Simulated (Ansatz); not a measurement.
# A bimetallic surface: Pd on Al(111), half in the top layer, both faces, part 4 of 4

Aim: core-level shifts, shell centres and work function of Pd on Al(111), half in the top layer, both faces. Spin–orbit coupling is left out of the bands throughout.

Ansatz 0.2.0; DFT, PBE, plane-wave PAW, default files, scalar-relativistic.

So far, work function, upper face (eV): step 2 (the clean face) 4.09; step 3 (relaxation) 4.21; step 4 (bands by layer) 4.26.

### 6. A slab without images along the normal

Cutting the Coulomb interaction along the normal removes the images by another route.

The input, input.yaml:

```yaml
crystal:
  lattice:
    - [5.713422792, 0.0, 0.0]
    - [2.856711396, 4.9479692804, 0.0]
    - [0.0, 0.0, 23.3299803501]
  atoms:
    - { symbol: Pd, position: [-0.0091084693, 0.0182169385, 0.6812864063] }
    - { symbol: Pd, position: [0.4908915307, 0.0182169385, 0.6812864063] }
    - { symbol: Al, position: [-0.0048496016, 0.5096992032, 0.6952413451] }
    - { symbol: Al, position: [0.4951503984, 0.5096992032, 0.6952413451] }
    - { symbol: Al, position: [0.8297274596, 0.3405450809, 0.5951720253] }
    - { symbol: Al, position: [0.3297274596, 0.3405450809, 0.5951720253] }
    - { symbol: Al, position: [0.8323007094, 0.8353985811, 0.5974900276] }
    - { symbol: Al, position: [0.3323007094, 0.8353985811, 0.5974900276] }
    - { symbol: Al, position: [0.1666666667, 0.1666666667, 0.5] }
    - { symbol: Al, position: [0.6666666667, 0.1666666667, 0.5] }
    - { symbol: Al, position: [0.1666666667, 0.6666666667, 0.5] }
    - { symbol: Al, position: [0.6666666667, 0.6666666667, 0.5] }
    - { symbol: Al, position: [0.0036058738, -0.0072117476, 0.4048279747] }
    - { symbol: Al, position: [0.5036058738, -0.0072117476, 0.4048279747] }
    - { symbol: Al, position: [0.0010326239, 0.4979347522, 0.4025099724] }
    - { symbol: Al, position: [0.5010326239, 0.4979347522, 0.4025099724] }
    - { symbol: Pd, position: [0.8424418026, 0.3151163948, 0.3187135937] }
    - { symbol: Pd, position: [0.3424418026, 0.3151163948, 0.3187135937] }
    - { symbol: Al, position: [0.8381829349, 0.8236341302, 0.3047586549] }
    - { symbol: Al, position: [0.3381829349, 0.8236341302, 0.3047586549] }
  periodic: [true, true, false]
kpoints:
  mp_grid: { grid: [12, 12, 1] }
scf:
  occupations: { method: fermi_dirac, width: 0.05 }
  n_extra_bands: 19
hamiltonian:
  xc: pbe
  pseudopotentials: { kind: paw }
output:
  forces: true
  write_potential: true
  volumetric_format: []
  dos:
    projected:
      site_lists:
        layer_1: [3, 2, 1, 0]
        layer_2: [4, 5, 6, 7]
        layer_3: [8, 9, 10, 11]
        other_layers: [12, 13, 14, 15, 16, 17, 18, 19]
    de: 0.05
    e_range: [-30, 12]
    method: { smearing: { sigma: 0.15, scheme: gaussian } }
```

Launch:

```bash
ansatz run input.yaml --threads 4 --pin off --max-ram 14336MiB --backend cpu --events-out ev --progress --plain --runs-dir out
```

Numbers of over 12 decimals in the logs are rounded to 6 here.

Log:

```text
Warning: crystal.periodic: the lattice vector that does not repeat stood 0.000° off the slab's normal, 23.330 Å along it as the deck builds it. The run solves the slab on a vector along the normal, 42.020 Å long, with every atom where it was (on the deck's vector they left 14.22 Å outside them, and the widest stretch free of ions among them is 2.22 Å). A fractional position that the run reports is one of the run's ce [...]
crystal.periodic: the lattice vector that does not repeat stood 0.000° off the slab's normal, 23.330 Å along it as the deck builds it. The run solves the slab on a vector along the normal, 42.020 Å long, with every atom where it was (on the deck's vector they left 14.22 Å outside them, and the widest stretch free of ions among them is 2.22 Å). A fractional position that the run reports is one of the run's cell, which [...]
[...]
Crystal: 20 atoms, lattice volume = 1187.896 Å³
Basis set: ecut = 420 eV, 23349 PW (Γ), exchange–correlation on 80×80×576 points (8 copies of the dense FFT grid, shifted against one another)
Bands: 79, of which v1, the nominal top of the filled ones, is band 60 counted from 1 (59 counted from 0)
Symmetry: 8 space group operations
[...]
k-points: 43 of 144
[...]
SCF iter   1: F=—  HF=-36494.091571 eV  |F-HF|=—  |Δ(HF+E_count)|=         —  Δρ=1.67e-3  dr2=1.72e-1  ethr=1.77e-3  ⟨swp⟩=14.7  Hψ=25526  notcnv=0  defer=125
[...]
SCF iter   7: F=-36494.089358 eV  HF=-36494.089357 eV  |F-HF|=7.38e-8  |Δ(HF+E_count)|=   2.62e-7  Δρ=1.27e-6  dr2=2.80e-8  ethr=8.33e-11  ⟨swp⟩=35.0  Hψ=42072  notcnv=0
SCF 1 converged in 7 iterations: F = -36494.089358 eV  dr2 = 2.80e-8
[...]
WARN: The input density's exchange-correlation potential varies sharply where the density is thin. Do not read a vacuum level from v_tot or v_xc, or from such a field of the output density. On a cell that repeats whose density bears no net charge and no dipole along the vacuum's axis use v_es (v_loc + v_h of the components); under efield.dipole_correction with no amplitude use v_es + v_field, which holds any external [...]
SCF converged after 7 iterations
Free energy (F): -36494.089358 eV
[...]
Internal energy: -36494.020370 eV  (E = F + TS)
E sigma→0 (E₀):  -36494.054864 eV
Entropy (-TS):   -0.068988 eV (-3.449 meV/atom)
Fermi energy:    -4.261541 eV
[...]
--- Forces (eV/Å), atoms counted from 1 ---
  atom   1  Pd    -0.00000000     0.00189911    -0.02615870
  atom   2  Pd    -0.00000000     0.00189911    -0.02615870
  atom   3  Al    -0.00000000    -0.01123711     0.00903091
  atom   4  Al    -0.00000000    -0.01123711     0.00903091
  atom   5  Al     0.00000000    -0.00141482     0.07590054
  atom   6  Al     0.00000000    -0.00141482     0.07590054
  atom   7  Al     0.00000000    -0.01801749     0.08072334
  atom   8  Al     0.00000000    -0.01801749     0.08072334
  atom   9  Al     0.00000000     0.00000000     0.00000000
  atom  10  Al     0.00000000     0.00000000     0.00000000
  atom  11  Al    -0.00000000    -0.00000000    -0.00000000
  atom  12  Al    -0.00000000    -0.00000000    -0.00000000
  atom  13  Al    -0.00000000     0.00141482    -0.07590054
  atom  14  Al    -0.00000000     0.00141482    -0.07590054
  atom  15  Al    -0.00000000     0.01801749    -0.08072334
  atom  16  Al    -0.00000000     0.01801749    -0.08072334
  atom  17  Pd     0.00000000    -0.00189911     0.02615870
  atom  18  Pd     0.00000000    -0.00189911     0.02615870
  atom  19  Al     0.00000000     0.01123711    -0.00903091
  atom  20  Al     0.00000000     0.01123711    -0.00903091
  max |Σ_I F_I| component: 1.47e-17 eV/Å
--- Band table (eV; the first three rows and the last of 43) ---
  k-point 0: bands = [... 56 lower, -5.7983, -5.6621, -5.5456, -5.4523, -4.4255, -4.2369, -4.2265, -4.1100, ... 15 higher]
  k-point 1: bands = [... 56 lower, -5.9078, -5.7573, -5.3570, -5.2033, -4.7279, -4.2421, -4.1182, -3.8835, ... 15 higher]
  k-point 2: bands = [... 56 lower, -5.9428, -5.5092, -5.3321, -5.0730, -4.4221, -4.1083, -3.9630, -3.7658, ... 15 higher]
  k-point 42: bands = [... 56 lower, -5.1699, -4.6181, -4.2832, -4.2014, -3.8973, -3.8150, -3.7464, -3.2649, ... 15 higher]
  the weakly bound empty levels are not read free of the cell's end (no_gap_told)
```

It took 1.9 min on 4 threads of Arm Neoverse V1, shared host; peak memory 4.1 GiB; 7.4 min of CPU time.

This step gave:

```
Fermi energy                                   : -4.262 eV
symmetry operations                            : 8
share of occupied states in no projected shell : 0.0138 of the occupied states in the window
```

The DOS has structure finer than the step of the table below, so its rows give means over 0.5 eV, whole bins alone (the curve runs from -12.9 to 3.27 eV). Peaks (eV: height): total -3.52: 23.9; Al 3p -1.12: 5.64, 0.17: 5.71, 1.07: 5.48, 2.27: 5.73; Pd 4d -3.52: 18.0; Al 3s -5.12: 2.53, 0.17: 2.37, 2.17: 2.48, 2.77: 2.42.

* holds the states left over by the projection beside any projected weight of its own. The DOS by E, zero at the Fermi level; means over each step; values in states/eV/cell:

```csv
E (eV),total,Al 3p,Pd 4d,Al 3s,Pd 5p*,Pd 5s
-12.0,0,0,0,0,0,0
-11.5,0.0150,0.00245,0,0.0125,2.9e-5,2.5e-5
-11.0,0.821,0.218,0.00107,0.599,0.00165,0.00160
-10.5,1.23,0.535,0.00360,0.682,0.00290,0.00299
-10.0,1.83,0.942,0.00773,0.866,0.00652,0.0100
-9.5,2.48,1.38,0.0172,1.06,0.0107,0.0165
-9.0,2.49,1.48,0.0308,0.951,0.0121,0.0146
-8.5,3.17,1.90,0.0624,1.16,0.0182,0.0247
-8.0,3.93,2.37,0.107,1.40,0.0252,0.0305
-7.5,3.67,2.25,0.144,1.23,0.0260,0.0263
-7.0,4.69,2.74,0.319,1.57,0.0376,0.0323
-6.5,5.39,3.08,0.473,1.75,0.0473,0.0351
-6.0,5.35,2.89,0.769,1.62,0.0496,0.0270
-5.5,6.42,3.03,1.46,1.83,0.0694,0.0388
-5.0,9.06,3.47,3.14,2.30,0.104,0.0387
-4.5,13.1,4.29,7.04,1.58,0.133,0.0392
-4.0,14.8,3.87,9.67,1.06,0.148,0.0262
-3.5,21.7,4.33,16.0,1.18,0.195,0.0252
-3.0,19.0,4.23,13.0,1.53,0.230,0.0191
-2.5,17.4,4.33,11.5,1.42,0.221,0.0141
-2.0,11.3,4.26,5.19,1.60,0.234,0.0111
-1.5,9.31,4.90,2.51,1.59,0.295,0.00950
-1.0,8.75,5.25,1.83,1.35,0.322,0.00788
-0.5,6.86,4.25,1.23,1.07,0.298,0.00544
0.0,7.96,4.73,0.954,1.81,0.471,0.00512
0.5,8.85,5.31,0.818,2.11,0.601,0.00635
1.0,8.40,5.08,0.542,2.02,0.745,0.00430
1.5,8.30,4.75,0.455,2.14,0.960,0.00360
2.0,8.40,4.64,0.382,2.21,1.16,0.00338
2.5,9.30,5.29,0.349,2.14,1.52,0.00288
3.0,10.4,5.58,0.321,2.19,2.27,0.00226
```

This run's widths, added to any smearing of the DOS itself: Gaussian 0.2 eV, Lorentzian 0.1 eV plus 0.05 an eV of depth. The intensity by binding energy, zero at the Fermi level; values in % of the maximum within 13 eV:

```csv
binding energy (eV),21.2 eV,100 eV,150 eV,1486.7 eV,5950 eV
-1.0,0.727,1.25,1.03,0.758,0.824
-0.5,1.08,2.12,1.69,1.14,1.26
0.0,5.12,18.7,13.0,5.88,7.52
0.5,11.2,34.9,24.9,12.3,14.5
1.0,16.0,43.6,31.9,17.2,19.9
1.5,22.1,48.3,37.3,23.5,26.4
2.0,39.9,58.7,50.9,41.1,43.6
2.5,76.7,84.9,81.5,77.2,78.3
3.0,88.1,92.8,91.0,88.5,89.5
3.5,99.5,99.6,99.6,99.5,99.5
4.0,66.6,73.5,70.7,67.0,67.8
4.5,47.1,62.2,56.0,48.2,50.5
5.0,25.2,46.3,37.9,27.1,31.0
5.5,13.7,34.4,26.1,15.5,19.2
6.0,8.33,28.7,20.5,9.97,13.5
6.5,5.71,26.8,18.3,7.39,11.0
7.0,4.10,23.4,15.6,5.65,8.95
7.5,2.77,19.4,12.7,4.11,6.96
8.0,2.19,18.4,11.9,3.53,6.40
8.5,1.67,15.4,9.97,2.84,5.36
9.0,1.27,12.6,8.17,2.28,4.45
9.5,1.05,11.4,7.39,2.04,4.18
10.0,0.819,8.92,5.81,1.66,3.47
10.5,0.624,6.41,4.22,1.30,2.74
11.0,0.462,4.29,2.86,0.960,2.02
11.5,-,1.86,1.27,0.483,0.895
12.0,-,1.02,0.716,0.307,0.499
12.5,-,0.711,0.506,0.236,0.355
```

The planar mean, electrostatic potential oscillates, so the rows of the table below give means over windows of 2.19 Å about each position, cut where the curve ends. Its maxima inside the range that stand out by 2 % of the span (Å: eV): 8.3: -1.91, 10.5: -1.09, 12.8: -1.12, 14.9: -1.92. Its minima: 7.4: -12.3, 9.5: -7.55, 11.7: -7.58, 13.9: -7.55, 15.9: -12.3.

From the Fermi level. The planar mean, electrostatic potential by z; means over each step:

```csv
z (Å),"planar mean, electrostatic potential (eV)"
1.09,4.26
3.29,4.26
5.48,2.68
7.67,-7.02
9.86,-5.02
12.05,-5.05
14.24,-5.36
16.43,-5.80
18.62,4.01
20.81,4.26
23.00,4.26
25.19,4.26
27.38,4.26
29.57,4.26
31.76,4.26
33.95,4.26
36.14,4.26
38.33,4.26
40.52,4.26
```

Spectra as before, but with a recipe of its own (widths, and in some runs the light), which changes peak heights and what is resolved: Gaussian 0.2 eV, Lorentzian 0.1 eV plus 0.05 times the binding energy, unpolarised light, analyser at 60°, emission 30° from the normal, Fermi edge at 20 K; some photon energies differ too.

The work function move by 0.00 eV at most against the base run, and the converged energy is the same to the last digits.

### 7. Other settings: crystal.symmetry = {"detect": false}

This step: DFT, PBE, plane-wave PAW, default files, scalar-relativistic; changed: crystal.symmetry = {"detect": false} (Ansatz 0.2.0).

Some settings are changed to see whether the read-outs move.

input.yaml: that of step 6 with these lines changed.

```diff
@@ -26,3 +26,3 @@
     - { symbol: Al, position: [0.3381829349, 0.8236341302, 0.3047586549] }
-  periodic: [true, true, false]
+  symmetry: { detect: false }
 kpoints:
```

Log:

```text
[...]
Crystal: 20 atoms, lattice volume = 659.535 Å³
Basis set: ecut = 420 eV, 12941 PW (Γ), exchange–correlation on 80×80×320 points (8 copies of the dense FFT grid, shifted against one another)
Bands: 79, of which v1, the nominal top of the filled ones, is band 60 counted from 1 (59 counted from 0)
Symmetry: 1 space group operations
k-points: 74 of 144 (time reversal used)
[...]
SCF iter   1: F=—  HF=-36494.089563 eV  |F-HF|=—  |Δ(HF+E_count)|=         —  Δρ=2.21e-3  dr2=1.62e-1  ethr=1.77e-3  ⟨swp⟩=9.6  Hψ=30240  notcnv=0  defer=212
[...]
SCF iter   7: F=-36494.089353 eV  HF=-36494.089353 eV  |F-HF|=2.85e-9  |Δ(HF+E_count)|=   1.63e-7  Δρ=2.13e-6  dr2=4.44e-8  ethr=8.33e-11  ⟨swp⟩=27.1  Hψ=53435  notcnv=0
SCF 1 converged in 7 iterations: F = -36494.089353 eV  dr2 = 4.44e-8
[...]
SCF converged after 7 iterations
Free energy (F): -36494.089353 eV
[...]
Internal energy: -36494.020365 eV  (E = F + TS)
E sigma→0 (E₀):  -36494.054859 eV
Entropy (-TS):   -0.068988 eV (-3.449 meV/atom)
Fermi energy:    2.886502 eV
[...]
--- Forces (eV/Å), atoms counted from 1 ---
  atom   1  Pd     0.00000015     0.00187135    -0.02617752
  atom   2  Pd    -0.00000016     0.00187095    -0.02617791
  atom   3  Al     0.00000022    -0.01126997     0.00905327
  atom   4  Al    -0.00000023    -0.01127015     0.00905334
  atom   5  Al     0.00000008    -0.00143742     0.07590773
  atom   6  Al    -0.00000008    -0.00143838     0.07590856
  atom   7  Al    -0.00000069    -0.01800029     0.08070022
  atom   8  Al     0.00000070    -0.01800024     0.08070003
  atom   9  Al    -0.00000006    -0.00000476     0.00000838
  atom  10  Al     0.00000006    -0.00000464     0.00000871
  atom  11  Al     0.00000010     0.00000538    -0.00000599
  atom  12  Al    -0.00000011     0.00000531    -0.00000571
  atom  13  Al     0.00000075     0.00140394    -0.07587831
  atom  14  Al    -0.00000076     0.00140367    -0.07587810
  atom  15  Al    -0.00000016     0.01802970    -0.08068238
  atom  16  Al     0.00000017     0.01803115    -0.08068059
  atom  17  Pd    -0.00000140    -0.00188930     0.02618607
  atom  18  Pd     0.00000154    -0.00188954     0.02618567
  atom  19  Al     0.00000011     0.01124585    -0.00906586
  atom  20  Al    -0.00000009     0.01124795    -0.00906563
  max |Σ_I F_I| component: 9.40e-5 eV/Å
--- Band table (eV; the first three rows and the last of 74) ---
  k-point 0: bands = [... 56 lower, 1.3498, 1.4859, 1.6024, 1.6958, 2.7225, 2.9111, 2.9216, 3.0380, ... 15 higher]
  k-point 1: bands = [... 56 lower, 1.2402, 1.3908, 1.7910, 1.9447, 2.4202, 2.9060, 3.0299, 3.2646, ... 15 higher]
  k-point 2: bands = [... 56 lower, 1.2053, 1.6389, 1.8159, 2.0750, 2.7260, 3.0397, 3.1851, 3.3822, ... 15 higher]
  k-point 73: bands = [... 56 lower, 2.1803, 2.1803, 2.3184, 2.3184, 3.2717, 3.2717, 3.5302, 3.5302, ... 15 higher]
```

It took 2.6 min on 4 threads; peak memory 3 GiB; 10 min of CPU time.

Numbers from this step:

```yaml
fermi_energy: 2.887 eV
symmetry_operations: 1
```

The work function move by 0.00 eV at most against the base run, and the converged energy is the same to the last digits.

### 8. Summary of results

* work function: 4.26 eV
* change from the clean face: +0.17 eV
* states held at the top: -2.19 eV at Γ (50 % on each face); -2.20 eV at Γ (50 % on each face); -2.20 eV at Γ (50 % on each face); -2.33 eV at Γ (50 % on each face)
* Pd 4d centre of the filled part above −10 eV, from the plotted curve, layer 1: -3.30 eV
* Al core shifts among the listed atoms, from the last listed one: +0.00 to +0.27 eV

In words: The Fermi level of Pd on Al(111), half in the top layer, both faces lies 4.26 eV below the vacuum, a change of +0.17 eV from the clean face. 7 levels of weight over 0.3 between −3.0 and 3.0 eV at the labelled points keep to the outer layers (over 36 % in the top region, under 6 % in the middle), as surface states do (in so thin a slab a quantum-well level with a node in the middle can look the same); of these the nearest to the zero is at -2.19 eV (Γ). Core shifts: Al +0.00 to +0.27 eV. Among the sites run, the most bound Al 2p level is that of Al3 (layer 1), tied with Al4, bonded to 5 Al and 4 Pd; the least bound, 0.27 eV shallower, that of Al9 (layer 3), bonded to 12 Al. At 21.2 eV the valence spectrum has its highest listed peak within 10.8 eV at 3.4 eV (Pd 4d). At 1486.7 eV the valence spectrum has its highest listed peak within 12.5 eV at 3.4 eV (Pd 4d). The shell named is the one with most of the intensity, cross sections included, not always the one with most states there. In the main run, from 1486.7 eV towards hard X-rays the Al 3s share grows by 14 points, as its cross section falls more slowly with photon energy than those of the shells it gains on. With Coulomb interaction cut along the normal, the work function stays within 0.02 eV. Spin–orbit coupling is left out, which matters for the heavy atoms here. The slab's own atoms span 9.1 Å, so bulk bands appear as a few quantum-well levels, and states of the two faces can mix.

[Logs are printed without paths, hosts, clocks, repeated set-up lines and the standing remarks that a program may print on its own settings, such as how far it seeks lower states.]

[Hosts, paths, dates, database ids (printed as entryN), source tags and the programs' standing remarks are cut or masked in the printed files.]

[Maps of the electrostatic potential energy from Ansatz leave out the sawtooth potential of an applied field or a dipole correction, so their vacuum need not be flat; work functions include it.]
